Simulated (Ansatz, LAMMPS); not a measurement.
# Gap against volume in Ga2O3 with crystalline order left by the classical run (80 atoms)

Density of this cell: 5.62 g/cm³. The cell holds 80 atoms: 32 Ga and 48 O. Cell: a = 9.908 Å, b = 9.721 Å, c = 9.201 Å, α = 88.7°, β = 90.7°, γ = 89.4°. The starting structure: 80 atoms (32 Fe, 48 O) placed at random at 4.44 g/cm³, melted at 5000 K for 10 ps at fixed volume with the Morse and Coulomb pair potential with partial charges (Pedone, Malavasi, Menziani, Cormack and Segre, J. Phys. Chem. B 110, 11780 (2006)). Quenched from 5000 K to 300 K at 20 K/ps and fixed volume, held 10 ps at zero pressure, then minimised at fixed cell. Then Fe was replaced by Ga and the cell scaled by 1.003 (the potential has no terms for the new elements, so the cell is a start for a DFT relaxation).

Calculated with Ansatz 0.2.0: Kohn-Sham DFT, revPBE, PAW (set soft_1), plane waves; cutoff 420 eV, Γ point, fixed occupations. The relaxed cell was scaled evenly and the atoms were relaxed at each volume. The gap is that between the highest filled and the lowest empty Kohn-Sham level on the run's k-points.

```
volume (Å³/atom)  gap (eV)
          9.9661               2.476
          10.409                   ?
          10.741               1.979
          11.073               1.778
          11.406               1.590
          11.738               1.424
```

**Question.** Fit a straight line in ln V to the rows given and interpolate to the withheld row.

**Working.**

A volume deformation potential makes the spacing linear in u = ln(V/V0), with V0 = 11.073 Å³ the relaxed volume; v is the spacing.

```
u = ln(V/V0)  v (eV)
   -0.105361  2.4761
  -0.0304595  1.9792
           0  1.7778
   0.0295579  1.5902
   0.0582681  1.4244
```

With n = 5: mean u = -0.00959885, mean v = 1.84954, Σ(u − ū)² = 0.015837, Σ(u − ū)(v − v̄) = -0.10240. Slope b = -0.10240 / 0.015837 = -6.4661; intercept a = v̄ − b ū = 1.7875.

At the withheld volume u = -0.06188, and v = a + b u.

Prediction at 10.409: 2.188 eV. The run gave 2.208 eV, so the fit is low by 0.020 eV (0.90 % of the value).

The slope, -6.47 eV, says that the spacing narrows on expansion. Among the rows given, the largest miss of the fit is at 11.738, by 0.014 eV (1.3 % of the range of the table).

Limits: The table spans 16 % in volume, wide for a linear law. Semilocal functionals tend to put gaps under measured ones. Only the Γ point is sampled. Defect or tail levels can set the spacing of a disordered cell.

[Logs are printed without paths, hosts, clocks, repeated set-up lines and the standing remarks that a program may print on its own settings, such as how far it seeks lower states.]

[Hosts, paths, dates, database ids (printed as entryN), source tags and the programs' standing remarks are cut or masked in the printed files.]
